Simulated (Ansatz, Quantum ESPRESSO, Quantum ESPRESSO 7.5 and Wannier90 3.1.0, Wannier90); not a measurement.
## straight Os chain, spacing 2.28 Å: Wannier functions and conductance

Aim: a Wannier model and the conductance steps that follow from it, for this wire: straight Os chain, spacing 2.28 Å.

Calculated with Quantum ESPRESSO 7.5 and Wannier90 3.1.0; plane-wave DFT, PBE, PseudoDojo norm-conserving pseudopotentials (cross-check by Ansatz 0.2.0 with PAW datasets).

This is a report of a sequence of runs, with most program output left out.

## (1) Set-up

The cell holds 1 atom: 1 Os. Cell: a = 8.000 Å, b = 8.000 Å, c = 2.280 Å, α = 90.0°, β = 90.0°, γ = 90.0°. Vacuum lies along a and b. The structure's axis is c.

## (2) SCF with pw.x

scf.in reads:

```
&control
  prefix = 'scf'
  outdir = './out'
  pseudo_dir = './pseudo'
  calculation = 'scf'
  tprnfor = .true.
/
&system
  ibrav = 0
  nat = 1
  ntyp = 1
  ecutwfc = 66
  ecutrho = 264
  occupations = 'smearing'
  smearing = 'mv'
  degauss = 0.005
/
&electrons
  conv_thr = 1e-07
  mixing_beta = 0.4
  electron_maxstep = 120
  mixing_mode = 'local-TF'
/
ATOMIC_SPECIES
  Os  190.2300  Os.dojo-sr-pbe-0.4.1-standard.upf
CELL_PARAMETERS angstrom
  8.00000000000000 0.00000000000000 0.00000000000000
  0.00000000000000 8.00000000000000 0.00000000000000
  0.00000000000000 0.00000000000000 2.28000000000000
ATOMIC_POSITIONS crystal
  Os  0.000000000000 0.000000000000 0.000000000000
K_POINTS automatic
  1 1 32 0 0 0
```

Run with:

```sh
$ OMP_NUM_THREADS=1 mpirun -n 4 pw.x -nk 2 -in scf.in > scf.out
```

The job ended after 7.7 s (4 MPI ranks of Intel Xeon Platinum 8488C (Sapphire Rapids), shared host; peak memory 0.33 GiB; 29 s of CPU time).

This step gave:

```
free energy  : -2748.5336 eV
Fermi energy : -2.369 eV
```

The program's own clock; routines nest. Time by routine:

| routine | wall time (s) | calls |
| --- | --- | --- |
| PWSCF | 6.87 | 1 |
| electrons | 6 | 1 |
| c_bands | 3.96 | 10 |
| cegterg | 3.22 | 90 |
| h_psi | 2.9 | 301 |
| fftw | 2.76 | 6232 |
| vloc_psi | 2.61 | 301 |
| mix_rho | 1.03 | 10 |
| sum_band | 0.75 | 10 |
| init_run | 0.74 | 1 |
| fft | 0.56 | 111 |
| hinit0 | 0.5 | 1 |
| ffts | 0.46 | 636 |
| init_us_2 | 0.26 | 198 |

The run needed 9 iterations to bring the estimated error under 1e-07 Ry.

## (3) Full uniform mesh without symmetry

Wannier90 needs the states on a whole uniform mesh, listed point by point, without symmetry.

nscf.in reads:

```
&control
  prefix = 'nscf'
  outdir = './out'
  pseudo_dir = './pseudo'
  calculation = 'nscf'
/
&system
  ibrav = 0
  nat = 1
  ntyp = 1
  ecutwfc = 66
  ecutrho = 264
  occupations = 'smearing'
  smearing = 'mv'
  degauss = 0.005
  nosym = .true.
  noinv = .true.
  nbnd = 37
/
&electrons
  conv_thr = 1e-08
  mixing_beta = 0.4
  electron_maxstep = 120
  mixing_mode = 'local-TF'
  diago_full_acc = .true.
/
ATOMIC_SPECIES
  Os  190.2300  Os.dojo-sr-pbe-0.4.1-standard.upf
CELL_PARAMETERS angstrom
  8.00000000000000 0.00000000000000 0.00000000000000
  0.00000000000000 8.00000000000000 0.00000000000000
  0.00000000000000 0.00000000000000 2.28000000000000
ATOMIC_POSITIONS crystal
  Os  0.000000000000 0.000000000000 0.000000000000
K_POINTS crystal
16
  0.0000000000 0.0000000000 0.0000000000 0.0625
  0.0000000000 0.0000000000 0.0625000000 0.0625
  0.0000000000 0.0000000000 0.1250000000 0.0625
  0.0000000000 0.0000000000 0.1875000000 0.0625
  0.0000000000 0.0000000000 0.2500000000 0.0625
  0.0000000000 0.0000000000 0.3125000000 0.0625
  0.0000000000 0.0000000000 0.3750000000 0.0625
  0.0000000000 0.0000000000 0.4375000000 0.0625
  0.0000000000 0.0000000000 0.5000000000 0.0625
  0.0000000000 0.0000000000 0.5625000000 0.0625
  0.0000000000 0.0000000000 0.6250000000 0.0625
  0.0000000000 0.0000000000 0.6875000000 0.0625
  0.0000000000 0.0000000000 0.7500000000 0.0625
  0.0000000000 0.0000000000 0.8125000000 0.0625
  0.0000000000 0.0000000000 0.8750000000 0.0625
  0.0000000000 0.0000000000 0.9375000000 0.0625
```

Run with:

```sh
$ cp -r out/scf.save out/nscf.save
$ cp out/scf.xml out/nscf.xml
$ OMP_NUM_THREADS=1 mpirun -n 4 pw.x -nk 1 -in nscf.in > nscf.out
```

The job ended after 12 s (4 MPI ranks; peak memory 0.24 GiB; 46 s of CPU time).

Read from the output:

```
Fermi energy : -2.373 eV
```

The program's own clock; routines nest. Time by routine:

| routine | wall time (s) | calls |
| --- | --- | --- |
| PWSCF | 11.13 | 1 |
| electrons | 10.52 | 1 |
| c_bands | 10.52 | 1 |
| cegterg | 10.04 | 40 |
| h_psi | 6.87 | 711 |
| vloc_psi | 6.27 | 711 |
| fftw | 5.62 | 24492 |
| cdiaghg | 0.82 | 671 |
| init_run | 0.5 | 1 |
| hinit0 | 0.46 | 1 |
| fft | 0.45 | 11 |
| h_psi:calbec | 0.3 | 711 |
| calbec | 0.3 | 711 |
| add_vuspsi | 0.22 | 711 |

## (4) Neighbour list from wannier90 -pp, with dis_win_max − E_F = 9.0

A first try, with customary settings: the .win file sets projections and windows, and states in the frozen window are kept exactly.

wan_try.win reads:

```
num_wann = 9
num_bands = 37
num_iter = 200
num_print_cycles = 20
conv_tol = 1e-8
conv_window = 5
guiding_centres = true
dis_num_iter = 1500
dis_conv_tol = 1e-8
dis_win_min = -13.3687
dis_win_max = 6.6313
dis_froz_max = -0.8687
search_shells = 120
fermi_energy = -2.3687

transport = true
transport_mode = bulk
one_dim_axis = z
dist_cutoff = 18.14
dist_cutoff_mode = one_dim
tran_win_min = -4.0
tran_win_max = 2.0
tran_energy_step = 0.02

bands_plot = true
bands_num_points = 96
begin kpoint_path
G 0.0 0.0 0.0 Z 0.0 0.0 0.5
end kpoint_path

begin projections
Os:s;p;d
end projections

begin unit_cell_cart
ang
  8.0000000000 0.0000000000 0.0000000000
  0.0000000000 8.0000000000 0.0000000000
  0.0000000000 0.0000000000 2.2800000000
end unit_cell_cart

begin atoms_frac
  Os 0.0000000000 0.0000000000 0.0000000000
end atoms_frac

mp_grid = 1 1 16
begin kpoints
  0.0 0.0 0.0000000000
  0.0 0.0 0.0625000000
  0.0 0.0 0.1250000000
  0.0 0.0 0.1875000000
  0.0 0.0 0.2500000000
  0.0 0.0 0.3125000000
  0.0 0.0 0.3750000000
  0.0 0.0 0.4375000000
  0.0 0.0 0.5000000000
  0.0 0.0 0.5625000000
  0.0 0.0 0.6250000000
  0.0 0.0 0.6875000000
  0.0 0.0 0.7500000000
  0.0 0.0 0.8125000000
  0.0 0.0 0.8750000000
  0.0 0.0 0.9375000000
end kpoints
```

Run with:

```sh
$ OMP_NUM_THREADS=1 wannier90.x -pp wan_try > wan_try.pp.log
```

Run time: 0.74 s. Hardware: 1 MPI rank; peak memory 0.08 GiB.

## (5) Overlaps and projections

The follow-up step for that run.

wan_try.p2w.in reads:

```
&inputpp
  prefix = 'nscf'
  outdir = './out'
  seedname = 'wan_try'
  write_mmn = .true.
  write_amn = .true.
  write_unk = .false.
/
```

Run with:

```sh
$ OMP_NUM_THREADS=1 mpirun -n 4 pw2wannier90.x -in wan_try.p2w.in > wan_try.p2w.out
```

It took 6.7 s on 4 MPI ranks; peak memory 0.22 GiB; 26 s of CPU time.

## (6) Localisation, bands and conductance, with dis_win_max − E_F = 9.0

wan_try.win is that of step 4.

Run with:

```sh
$ OMP_NUM_THREADS=1 wannier90.x wan_try > wan_try.run.log
```

Wall time 0.86 s (1 MPI rank); peak memory 0.08 GiB.

The input was rejected at the start.

The fault put into the input: an outer window with fewer states than Wannier functions at some k (dis_win_max − E_F = 9.0).

The outer window must hold at least num_wann states at every k: widen it, with enough bands computed to fill it.

## (7) Neighbour list from wannier90 -pp

The cure tried: a wider outer window, at both ends where needed.

The .win file sets projections and windows: states in the frozen window are kept exactly, the outer window gives room to disentangle.

wan.win is the input of step 6 with these lines changed:

```diff
@@ -10,3 +10,3 @@
 dis_win_min = -13.3687
-dis_win_max = 6.6313
+dis_win_max = 17.6313
 dis_froz_max = -0.8687
```

Run with:

```sh
$ OMP_NUM_THREADS=1 wannier90.x -pp wan > wan.pp.log
```

Wall time 0.75 s (1 MPI rank); peak memory 0.08 GiB.

## (8) Overlaps and projections

pw2wannier90.x computes the overlaps between neighbouring k-points and the projections.

wan.p2w.in is the input of step 5 with these lines changed:

```diff
@@ -3,3 +3,3 @@
   outdir = './out'
-  seedname = 'wan_try'
+  seedname = 'wan'
   write_mmn = .true.
```

Run with:

```sh
$ OMP_NUM_THREADS=1 mpirun -n 4 pw2wannier90.x -in wan.p2w.in > wan.p2w.out
```

The job ended after 4.9 s (4 MPI ranks; peak memory 0.22 GiB).

## (9) Localisation, bands and conductance

After disentangling and localising, transport_mode = bulk builds principal layers from hoppings within dist_cutoff and counts open channels.

wan.win is that of step 7.

Run with:

```sh
$ OMP_NUM_THREADS=1 wannier90.x wan > wan.run.log
```

It took 10 s on 1 MPI rank; peak memory 0.08 GiB.

This step gave:

- lead channels at the Fermi level, one spin: 6.000
- total spread: 12.37 Å²
- gauge-invariant spread: 10.14 Å²
- largest misfit to plane-wave levels between mesh points, inside the frozen window: 0.01117 eV

Per spin. The quantum conductance of the perfect wire, open channels by energy, zero at the Fermi level:

| energy (eV) | quantum conductance of the perfect wire, open channels |
| --- | --- |
| -4.000 | 3.00 |
| -3.800 | 3 |
| -3.600 | 3 |
| -3.400 | 3 |
| -3.200 | 3 |
| -3.000 | 3 |
| -2.800 | 3 |
| -2.600 | 3 |
| -2.400 | 3 |
| -2.200 | 4 |
| -2.000 | 4 |
| -1.800 | 4 |
| -1.600 | 4 |
| -1.400 | 4.01 |
| -1.200 | 6 |
| -1.020 | 6 |
| -0.800 | 6 |
| -0.600 | 6 |
| -0.400 | 6 |
| -0.200 | 6 |
| 0.000 | 6 |
| 0.200 | 6 |
| 0.400 | 5.87 |
| 0.600 | 4 |
| 0.800 | 4 |
| 1.000 | 4 |
| 1.200 | 4 |
| 1.400 | 3 |
| 1.600 | 3 |
| 1.800 | 3 |
| 2.000 | 3 |

Wannier functions:

| no. | x (Å) | y (Å) | z (Å) | spread (Å²) |
| --- | --- | --- | --- | --- |
| 1 | 0.02259 | 0.305 | 1.137 | 1.708 |
| 2 | 0.1176 | 2.207 | -4.574 | 2.032 |
| 3 | -0.8974 | -0.03275 | 7.72e-4 | 1.434 |
| 4 | 0.01877 | -1.167 | -0.001191 | 1.613 |
| 5 | 0.06502 | 0.2319 | 0.003555 | 1.152 |
| 6 | -0.005847 | 2.84e-4 | -5.11e-4 | 0.9692 |
| 7 | 9.17e-4 | -0.06323 | -0.003084 | 1.004 |
| 8 | 0.8558 | -0.03758 | 2.84e-4 | 1.416 |
| 9 | -0.09269 | 0.06663 | 1.93e-4 | 1.046 |

The electronic bands at the labelled points (eV, zero at the Fermi level; # counts the bands kept):

| point | #1 | #2 | #3 | #4 | #5 | #6 | #7 | #8 |
| --- | --- | --- | --- | --- | --- | --- | --- | --- |
| Γ | -6.68 | -2.23 | -1.40 | -1.40 | 3.00 | 3.18 | 3.18 | 3.33 |
| halfway | -1.71 | -1.71 | -1.46 | -0.83 | -0.58 | -0.58 | 6.58 | 7.32 |
| Z | -4.14 | -4.14 | 0.40 | 0.40 | 1.33 | 6.37 | 10.21 | 10.40 |

Bands and channels are those of the Wannier model: bands that were not projected, and all outside the frozen window, are missing or only approximate.

Disentanglement stopped at its cap on iterations, so these spreads are not final.

At least 1 of the functions sits far from every atom, off the bonds: the outer window has let in states of the vacuum, so the basis is not the atomic one that was projected.

## (10) Neighbour list from wannier90 -pp, with dis_froz_max − E_F = 0.0

How much does a setting matter? One run is repeated with a change.

wan_w.win is the input of step 9 with these lines changed:

```diff
@@ -11,3 +11,3 @@
 dis_win_max = 17.6313
-dis_froz_max = -0.8687
+dis_froz_max = -2.3687
 search_shells = 120
```

Run with:

```sh
$ OMP_NUM_THREADS=1 wannier90.x -pp wan_w > wan_w.pp.log
```

It took 0.65 s on 1 MPI rank; peak memory 0.08 GiB.

## (11) Overlaps and projections

The same post-processing, on the changed run.

wan_w.p2w.in reads:

```
&inputpp
  prefix = 'nscf'
  outdir = './out'
  seedname = 'wan_w'
  write_mmn = .true.
  write_amn = .true.
  write_unk = .false.
/
```

Run with:

```sh
$ OMP_NUM_THREADS=1 mpirun -n 4 pw2wannier90.x -in wan_w.p2w.in > wan_w.p2w.out
```

Wall time 4.8 s (4 MPI ranks); peak memory 0.22 GiB; 18 s of CPU time.

## (12) Wannier functions and transport, with dis_froz_max − E_F = 0.0

wan_w.win is the input of step 9 with these lines changed:

```diff
@@ -11,3 +11,3 @@
 dis_win_max = 17.6313
-dis_froz_max = -0.8687
+dis_froz_max = -2.3687
 search_shells = 120
```

Run with:

```sh
$ OMP_NUM_THREADS=1 wannier90.x wan_w > wan_w.run.log
```

It took 12 s on 1 MPI rank; peak memory 0.08 GiB.

The total spread is 12.3 against 12.4 Å². Between −2 and 1.5 eV the channel count differs from the first run's at 3 % of the energies, and at the Fermi level it is 6 against 6.

## (13) Cross-check with Ansatz

A second code with its own PAW datasets, on the same atoms.

Level of this step: plane-wave DFT, PBE, Ansatz PAW (Ansatz 0.2.0).

System of this step: straight Os chain, spacing 2.28 Å, 2 periods. The cell holds 2 atoms: 2 Os. Cell: a = 8.000 Å, b = 8.000 Å, c = 4.560 Å, α = 90.0°, β = 90.0°, γ = 90.0°. Vacuum lies along a and b. The structure's axis is c.

input.yaml reads:

```yaml
crystal:
  lattice:
    - [8.0, 0.0, 0.0]
    - [0.0, 8.0, 0.0]
    - [0.0, 0.0, 4.56]
  atoms:
    - { symbol: Os, position: [0.0, 0.0, 0.0] }
    - { symbol: Os, position: [0.0, 0.0, 0.5] }
kpoints:
  mp_grid: { grid: [1, 1, 16] }
hamiltonian:
  xc: pbe
scf:
  occupations: { method: fermi_dirac, width: 0.05 }
  convergence: { dr2_threshold: 1.0e-08 }
output:
  transmission:
    leads: [[0, 0]]
    e_range: [-4.0, 2.0]
    de: 0.05
    kmesh: [1, 1]
    reduced_basis: true
```

Run with:

```sh
$ ansatz run input.yaml --threads 4 --pin off --max-ram 12288MiB --backend cpu --events-out ev --progress --plain --runs-dir out
```

Run time: 19 s. Hardware: 4 threads; peak memory 0.65 GiB; 70 s of CPU time.

Numbers from this step:

- free energy: -22759.1349 eV
- energy at zero smearing: -22759.1155 eV
- smearing term TS: 0.03867 eV
- Fermi energy: -2.393 eV
- symmetry operations: 32
- lead channels at the Fermi level, one spin: 6

Per spin. The open channels by energy, zero at the Fermi level:

| energy (eV) | open channels |
| --- | --- |
| -4.000 | 3 |
| -3.800 | 3 |
| -3.600 | 3 |
| -3.400 | 3 |
| -3.200 | 3 |
| -3.000 | 3 |
| -2.800 | 3 |
| -2.600 | 3 |
| -2.400 | 3 |
| -2.200 | 4 |
| -2.000 | 4 |
| -1.800 | 4 |
| -1.600 | 4 |
| -1.400 | 5 |
| -1.200 | 6 |
| -1.000 | 6 |
| -0.800 | 6 |
| -0.600 | 6 |
| -0.400 | 6 |
| -0.200 | 6 |
| 0.000 | 6 |
| 0.200 | 6 |
| 0.400 | 4 |
| 0.600 | 4 |
| 0.800 | 4 |
| 1.000 | 4 |
| 1.200 | 4 |
| 1.400 | 3 |
| 1.600 | 3 |
| 1.800 | 3 |
| 2.000 | 3 |

## (14) A check by hand

6 channels × 77.48 µS = 465 µS, a two-terminal resistance of 12.906/6 = 2.15 kΩ whatever the wire's length, as long as nothing scatters.

## (15) What came out

* open channels at the Fermi level, per spin: 6
* total spread: 12.4 Å²
* gauge-invariant spread: 10.1 Å²
* largest band misfit in the frozen window: 0.0112 eV
* channels at the Fermi level by Ansatz: 6

**Reading.** The wire offers 6 channels per spin at the Fermi level. Between -4 and 1.5 eV the channel count from Wannier functions equals that from Ansatz's layer matching at 98 % of the energies; outside the frozen window the Wannier bands are not held to the plane-wave ones. Each plane-wave level in the frozen window has a Wannier level within 0.02 eV; this test doesn't see extra bands that a model may add. Disentanglement stopped at its cap on iterations, so the spreads are not final; the frozen states are kept all the same. At least one function lies in the vacuum, so the spreads don't describe atomic orbitals, though the frozen bands are still reproduced. The wire is perfect, so the conductance only counts bands: each channel, with its partner of the other spin, carries G₀ = 2e²/h. It was run without spin polarisation, which was not tested. Spin-orbit coupling is left out; depending on the atoms that carry the levels of interest, it can split and shift them by tenths of an eV to an eV or more.

[Logs are printed without paths, hosts, clocks, repeated set-up lines and the standing remarks that a program may print on its own settings, such as how far it seeks lower states.]

[Hosts, paths, dates, database ids (printed as entryN), source tags and the programs' standing remarks are cut or masked in the printed files.]

[Maps of the electrostatic potential energy from Ansatz leave out the sawtooth potential of an applied field or a dipole correction, so their vacuum need not be flat; planar profiles and work functions include it.]
